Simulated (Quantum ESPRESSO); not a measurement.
# Optical response of NaCl, part 2 of 3

Aim: the dielectric function of NaCl, and the optical constants that follow from it. The cell comes from an older database entry, whose edges can differ from later determinations, mostly by under a per cent.

Quantum ESPRESSO 7.5; DFT, PBE, plane waves with norm-conserving potentials (PseudoDojo), scalar-relativistic, independent-particle optical response without local fields and without the non-local commutator.

So far. Step 2 (Ground state): There is a gap, 5.15 eV on this mesh (points off the mesh can give less), so no carriers' term is needed.

The database entry behind the starting cell differs from later determinations by our own check (an axis about 0.4 % short against later determinations), so it need not match the best structure at ambient conditions.

## (3) Ground state with the final occupations

Level of this step: DFT, PBE, plane waves with norm-conserving potentials (PseudoDojo), scalar-relativistic, ground state (Quantum ESPRESSO).

The ground state once more, with the occupations that the first run showed to fit.

Contents of scf.in:

```
&control
  calculation = 'scf'
  prefix = 'x'
  outdir = './tmp'
  pseudo_dir = './'
  verbosity = 'high'
/
&system
  ibrav = 0
  nat = 2
  ntyp = 2
  ecutwfc = 90
  occupations = 'fixed'
/
&electrons
  conv_thr = 1e-09
  electron_maxstep = 100
/
ATOMIC_SPECIES
  Cl 1.0 Cl.upf
  Na 1.0 Na.upf
CELL_PARAMETERS angstrom
  0.000000000000 2.810000000000 2.810000000000
  2.810000000000 0.000000000000 2.810000000000
  2.810000000000 2.810000000000 0.000000000000
ATOMIC_POSITIONS crystal
  Cl 0.500000000000 0.500000000000 0.500000000000
  Na 0.000000000000 0.000000000000 0.000000000000
K_POINTS automatic
  7 7 7 0 0 0
```

Run with:

```console
$ mpirun -n 4 pw.x -nk 4 -in scf.in
```

The log of the run:

```text
[banner, memory and clock lines left out]

     using ibrav=0 with symmetry is DISCOURAGED, use correct ibrav instead

     G-vector sticks info

     bravais-lattice index     =            0
     lattice parameter (alat)  =       7.5097  a.u.
     unit-cell volume          =     299.4646 (a.u.)^3
     number of atoms/cell      =            2
     number of atomic types    =            2
     number of electrons       =        16.00
     number of Kohn-Sham states=            8
     kinetic-energy cutoff     =      90.0000  Ry
     charge density cutoff     =     360.0000  Ry
     scf convergence threshold =      1.0E-09
     mixing beta               =       0.7000
     number of iterations used =            8  plain     mixing
     Exchange-correlation= PBE
                           (   1   4   3   4   0   0   0)

     celldm(1)=   7.509658  celldm(2)=   0.000000  celldm(3)=   0.000000
     celldm(4)=   0.000000  celldm(5)=   0.000000  celldm(6)=   0.000000

     crystal axes: (cart. coord. in units of alat)
               a(1) = (   0.000000   0.707107   0.707107 )
               a(2) = (   0.707107   0.000000   0.707107 )
               a(3) = (   0.707107   0.707107   0.000000 )

     reciprocal axes: (cart. coord. in units 2 pi/alat)
               b(1) = ( -0.707107  0.707107  0.707107 )
               b(2) = (  0.707107 -0.707107  0.707107 )
               b(3) = (  0.707107  0.707107 -0.707107 )

     ./Cl.upf
     Pseudo is Norm-conserving + core correction, Zval =  7.0
     Generated using ONCVPSP code by D. R. Hamann
     Using radial grid of 1028 points,  6 beta functions with:
                l(1) =   0
                l(2) =   0
                l(3) =   1
                l(4) =   1
                l(5) =   2
                l(6) =   2

     ./Na.upf
     Pseudo is Norm-conserving, Zval =  9.0
     Generated using ONCVPSP code by D. R. Hamann
     Using radial grid of 1992 points,  4 beta functions with:
                l(1) =   0
                l(2) =   0
                l(3) =   1
                l(4) =   1

     atomic species   valence    mass     pseudopotential
     Cl                7.00     1.00000     Cl( 1.00)
     Na                9.00     1.00000     Na( 1.00)

     48 Sym. Ops., with inversion, found

                                    s                        frac. trans.

     [... symmetry matrices left out ...]
   Cartesian axes

     site n.     atom                  positions (alat units)
         1        Cl     tau(   1) = (   0.7071068   0.7071068   0.7071068  )
         2        Na     tau(   2) = (   0.0000000   0.0000000   0.0000000  )

   Crystallographic axes

     site n.     atom                  positions (cryst. coord.)
         1        Cl     tau(   1) = (  0.5000000  0.5000000  0.5000000  )
         2        Na     tau(   2) = (  0.0000000  0.0000000  0.0000000  )

     number of k points=    20
                       cart. coord. in units 2pi/alat
        k(    1) = (   0.0000000   0.0000000   0.0000000), wk =   0.0058309
        k(    2) = (   0.1010153   0.1010153  -0.1010153), wk =   0.0466472
        k(    3) = (   0.2020305   0.2020305  -0.2020305), wk =   0.0466472
        k(    4) = (   0.3030458   0.3030458  -0.3030458), wk =   0.0466472
        k(    5) = (   0.2020305  -0.0000000   0.0000000), wk =   0.0349854
        k(    6) = (   0.3030458   0.1010153  -0.1010153), wk =   0.1399417
        k(    7) = (   0.4040610   0.2020305  -0.2020305), wk =   0.1399417
        k(    8) = (  -0.2020305  -0.4040610   0.4040610), wk =   0.1399417
        k(    9) = (  -0.1010153  -0.3030458   0.3030458), wk =   0.1399417
        k(   10) = (  -0.0000000  -0.2020305   0.2020305), wk =   0.0699708
        k(   11) = (   0.4040610  -0.0000000   0.0000000), wk =   0.0349854
        k(   12) = (   0.5050763   0.1010153  -0.1010153), wk =   0.1399417
        k(   13) = (  -0.1010153  -0.5050763   0.5050763), wk =   0.1399417
        k(   14) = (   0.0000000  -0.4040610   0.4040610), wk =   0.0699708
        k(   15) = (   0.6060915  -0.0000000   0.0000000), wk =   0.0349854
        k(   16) = (  -0.0000000  -0.6060915   0.6060915), wk =   0.0699708
[...]
cryst. coord.
[...]
k(   13) = (  -0.0000000   0.2857143  -0.4285714), wk =   0.1399417
        k(   14) = (   0.0000000   0.2857143  -0.2857143), wk =   0.0699708
        k(   15) = (   0.0000000   0.4285714   0.4285714), wk =   0.0349854
        k(   16) = (   0.0000000   0.4285714  -0.4285714), wk =   0.0699708
        k(   17) = (   0.1428571   0.2857143   0.4285714), wk =   0.1399417
        k(   18) = (   0.1428571   0.2857143  -0.4285714), wk =   0.2798834
        k(   19) = (   0.1428571   0.4285714  -0.4285714), wk =   0.1399417
        k(   20) = (   0.1428571   0.4285714  -0.2857143), wk =   0.1399417

     Dense  grid:    34621 G-vectors     FFT dimensions: (  45,  45,  45)

     Initial potential from superposition of free atoms

     starting charge      15.9937, renormalised to      16.0000
     Starting wfcs are    9 randomized atomic wfcs

     Self-consistent Calculation

     iteration #  1     ecut=    90.00 Ry     beta= 0.70
     Davidson diagonalization with overlap

            56 MiB given to the printing process from OS
            25 MiB allocation reported by mallinfo(arena+hblkhd)
------------------
     ethr =  1.00E-02,  avg # of iterations =  1.0

     Threshold (ethr) on eigenvalues was too large:
     Diagonalizing with lowered threshold

     Davidson diagonalization with overlap

            57 MiB given to the printing process from OS
            28 MiB allocation reported by mallinfo(arena+hblkhd)
------------------
     ethr =  3.76E-04,  avg # of iterations =  1.7

     total energy              =    -124.47564924 Ry
     estimated scf accuracy    <       0.05194169 Ry

     iteration #  2     ecut=    90.00 Ry     beta= 0.70
     Davidson diagonalization with overlap

            67 MiB given to the printing process from OS
            39 MiB allocation reported by mallinfo(arena+hblkhd)
------------------
     ethr =  3.25E-04,  avg # of iterations =  2.0

     total energy              =    -124.49064704 Ry
     estimated scf accuracy    <       0.01093858 Ry

     iteration #  3     ecut=    90.00 Ry     beta= 0.70
     Davidson diagonalization with overlap

            69 MiB given to the printing process from OS
            40 MiB allocation reported by mallinfo(arena+hblkhd)
------------------
     ethr =  6.84E-05,  avg # of iterations =  2.0

     total energy              =    -124.49257098 Ry
     estimated scf accuracy    <       0.00021871 Ry

     iteration #  4     ecut=    90.00 Ry     beta= 0.70
     Davidson diagonalization with overlap

            69 MiB given to the printing process from OS
            41 MiB allocation reported by mallinfo(arena+hblkhd)
------------------
     ethr =  1.37E-06,  avg # of iterations =  2.4

     total energy              =    -124.49261624 Ry
     estimated scf accuracy    <       0.00002426 Ry

     iteration #  5     ecut=    90.00 Ry     beta= 0.70
     Davidson diagonalization with overlap

            71 MiB given to the printing process from OS
            42 MiB allocation reported by mallinfo(arena+hblkhd)
------------------
     ethr =  1.52E-07,  avg # of iterations =  2.0

     total energy              =    -124.49261873 Ry
     estimated scf accuracy    <       0.00000216 Ry

     iteration #  6     ecut=    90.00 Ry     beta= 0.70
     Davidson diagonalization with overlap

            72 MiB given to the printing process from OS
            43 MiB allocation reported by mallinfo(arena+hblkhd)
------------------
     ethr =  1.35E-08,  avg # of iterations =  3.0

     total energy              =    -124.49261982 Ry
     estimated scf accuracy    <       0.00000116 Ry

     iteration #  7     ecut=    90.00 Ry     beta= 0.70
     Davidson diagonalization with overlap

            72 MiB given to the printing process from OS
            44 MiB allocation reported by mallinfo(arena+hblkhd)
------------------
     ethr =  7.27E-09,  avg # of iterations =  2.0

     total energy              =    -124.49261986 Ry
     estimated scf accuracy    <       0.00000012 Ry

     iteration #  8     ecut=    90.00 Ry     beta= 0.70
     Davidson diagonalization with overlap

            74 MiB given to the printing process from OS
            45 MiB allocation reported by mallinfo(arena+hblkhd)
------------------
     ethr =  7.34E-10,  avg # of iterations =  2.0

     total energy              =    -124.49261990 Ry
     estimated scf accuracy    <          2.2E-09 Ry

     iteration #  9     ecut=    90.00 Ry     beta= 0.70
     Davidson diagonalization with overlap

            75 MiB given to the printing process from OS
            46 MiB allocation reported by mallinfo(arena+hblkhd)
------------------
     ethr =  1.36E-11,  avg # of iterations =  2.4

     total energy              =    -124.49261989 Ry
     estimated scf accuracy    <          2.8E-09 Ry

     iteration # 10     ecut=    90.00 Ry     beta= 0.70
     Davidson diagonalization with overlap

            76 MiB given to the printing process from OS
            47 MiB allocation reported by mallinfo(arena+hblkhd)
------------------
     ethr =  1.36E-11,  avg # of iterations =  2.0

     End of self-consistent calculation

          k = 0.0000 0.0000 0.0000 (  4285 PWs)   bands (ev):

   -47.7594 -19.6838 -19.6838 -19.6838 -11.5395   1.1410   1.1410   1.1410

     occupation numbers
     1.0000   1.0000   1.0000   1.0000   1.0000   1.0000   1.0000   1.0000

          k = 0.1010 0.1010-0.1010 (  4342 PWs)   bands (ev):

   -47.7592 -19.6896 -19.6842 -19.6842 -11.4777   0.6701   1.0881   1.0881

     occupation numbers
     1.0000   1.0000   1.0000   1.0000   1.0000   1.0000   1.0000   1.0000

          k = 0.2020 0.2020-0.2020 (  4317 PWs)   bands (ev):

   -47.7589 -19.7025 -19.6851 -19.6851 -11.3340  -0.1727   0.9737   0.9737

     occupation numbers
     1.0000   1.0000   1.0000   1.0000   1.0000   1.0000   1.0000   1.0000

          k = 0.3030 0.3030-0.3030 (  4335 PWs)   bands (ev):

   -47.7586 -19.7128 -19.6859 -19.6859 -11.2133  -0.7340   0.8861   0.8861

     occupation numbers
     1.0000   1.0000   1.0000   1.0000   1.0000   1.0000   1.0000   1.0000

          k = 0.2020-0.0000 0.0000 (  4324 PWs)   bands (ev):

   -47.7592 -19.6892 -19.6854 -19.6854 -11.4592   0.6477   1.0147   1.0147

     occupation numbers
     1.0000   1.0000   1.0000   1.0000   1.0000   1.0000   1.0000   1.0000

          k = 0.3030 0.1010-0.1010 (  4320 PWs)   bands (ev):

   -47.7589 -19.6982 -19.6868 -19.6863 -11.3474   0.0424   0.8863   0.8907

     occupation numbers
     1.0000   1.0000   1.0000   1.0000   1.0000   1.0000   1.0000   1.0000

     [... further k points left out ...]

     highest occupied level (ev):     1.1410

!    total energy              =    -124.49261989 Ry
     estimated scf accuracy    <          2.8E-10 Ry

     The total energy is the sum of the following terms:
     one-electron contribution =     -73.86441429 Ry
     hartree contribution      =      41.26411552 Ry
     xc contribution           =     -22.84143570 Ry
     ewald contribution        =     -69.05088543 Ry

     convergence has been achieved in  10 iterations

     XML data file, charge density, pseudopotentials, collected wavefunctions

                                        0.00s GPU  (     169 calls)
```

Elapsed: 3.5 s, on 4 MPI ranks of Arm Neoverse V2, shared host; peak memory 0.08 GiB; 14 s of CPU time.

## (4) Bands on the whole mesh, 11×11×11

The response needs many more empty bands than the density does.

This step: DFT, PBE, plane waves with norm-conserving potentials (PseudoDojo), scalar-relativistic, bands at fixed density (Quantum ESPRESSO 7.5).

nscf.in, as its differences from scf.in of step 3:

```diff
@@ -1,3 +1,3 @@
 &control
-  calculation = 'scf'
+  calculation = 'nscf'
   prefix = 'x'
@@ -5,3 +5,2 @@
   pseudo_dir = './'
-  verbosity = 'high'
 /
@@ -13,2 +12,5 @@
   occupations = 'fixed'
+  nbnd = 27
+  nosym = .true.
+  noinv = .true.
 /
@@ -17,2 +19,3 @@
   electron_maxstep = 100
+  diago_full_acc = .true.
 /
@@ -29,2 +32,2 @@
 K_POINTS automatic
-  7 7 7 0 0 0
+  11 11 11 0 0 0
```

Run with:

```console
$ mpirun -n 4 pw.x -nk 4 -in nscf.in
```

The log of the run:

```text
[banner, memory and clock lines left out]

     Atomic positions and unit cell read from directory:

     G-vector sticks info

     bravais-lattice index     =            0
     lattice parameter (alat)  =       7.5097  a.u.
     unit-cell volume          =     299.4646 (a.u.)^3
     number of atoms/cell      =            2
     number of atomic types    =            2
     number of electrons       =        16.00
     number of Kohn-Sham states=           27
     kinetic-energy cutoff     =      90.0000  Ry
     charge density cutoff     =     360.0000  Ry
     Exchange-correlation= PBE
                           (   1   4   3   4   0   0   0)

     celldm(1)=   7.509658  celldm(2)=   0.000000  celldm(3)=   0.000000
     celldm(4)=   0.000000  celldm(5)=   0.000000  celldm(6)=   0.000000

     crystal axes: (cart. coord. in units of alat)
               a(1) = (   0.000000   0.707107   0.707107 )
               a(2) = (   0.707107   0.000000   0.707107 )
               a(3) = (   0.707107   0.707107   0.000000 )

     reciprocal axes: (cart. coord. in units 2 pi/alat)
               b(1) = ( -0.707107  0.707107  0.707107 )
               b(2) = (  0.707107 -0.707107  0.707107 )
               b(3) = (  0.707107  0.707107 -0.707107 )

     ./Cl.upf
     Pseudo is Norm-conserving + core correction, Zval =  7.0
     Generated using ONCVPSP code by D. R. Hamann
     Using radial grid of 1028 points,  6 beta functions with:
                l(1) =   0
                l(2) =   0
                l(3) =   1
                l(4) =   1
                l(5) =   2
                l(6) =   2

     ./Na.upf
     Pseudo is Norm-conserving, Zval =  9.0
     Generated using ONCVPSP code by D. R. Hamann
     Using radial grid of 1992 points,  4 beta functions with:
                l(1) =   0
                l(2) =   0
                l(3) =   1
                l(4) =   1

     atomic species   valence    mass     pseudopotential
     Cl                7.00     1.00000     Cl( 1.00)
     Na                9.00     1.00000     Na( 1.00)

     No symmetry found

   Cartesian axes

     site n.     atom                  positions (alat units)
         1        Cl     tau(   1) = (   0.7071068   0.7071068   0.7071068  )
         2        Na     tau(   2) = (   0.0000000   0.0000000   0.0000000  )

     number of k points=  1331

     Number of k-points >= 100: set verbosity='high' to print them.

     Dense  grid:    34621 G-vectors     FFT dimensions: (  45,  45,  45)

     The potential is recalculated from file :

     Starting wfcs are    9 randomized atomic wfcs +   18 random wfcs

     Band Structure Calculation
     Davidson diagonalization with overlap

     ethr =  6.25E-12,  avg # of iterations = 34.4

     End of band structure calculation

     Number of k-points >= 100: set verbosity='high' to print the bands.

     highest occupied, lowest unoccupied level (ev):     1.1412    6.2909

     XML data file, pseudopotentials, collected wavefunctions

                                        0.00s GPU  (   12474 calls)

[... left out ...]
ulation
     Davidson diagonalization with overlap

     ethr =  6.25E-12,  avg # of iterations = 34.4

     End of band structure calculation

     Number of k-points >= 100: set verbosity='high' to print the bands.

     highest occupied, lowest unoccupied level (ev):     1.1412    6.2909

     XML data file, pseudopotentials, collected wavefunctions

                                        0.00s GPU  (   12474 calls)
```

It took 6.4 min on 4 MPI ranks; peak memory 0.06 GiB.

[end of part 2 of 3]

[Machine, clock, banner and «Message from routine» lines are left out of the logs.]

[Logs are printed without paths, hosts, clocks, repeated set-up lines and the standing remarks that a program may print on its own settings, such as how far it seeks lower states.]

[Hosts, paths, dates, database ids (printed as entryN), source tags and the programs' standing remarks are cut or masked in the printed files.]
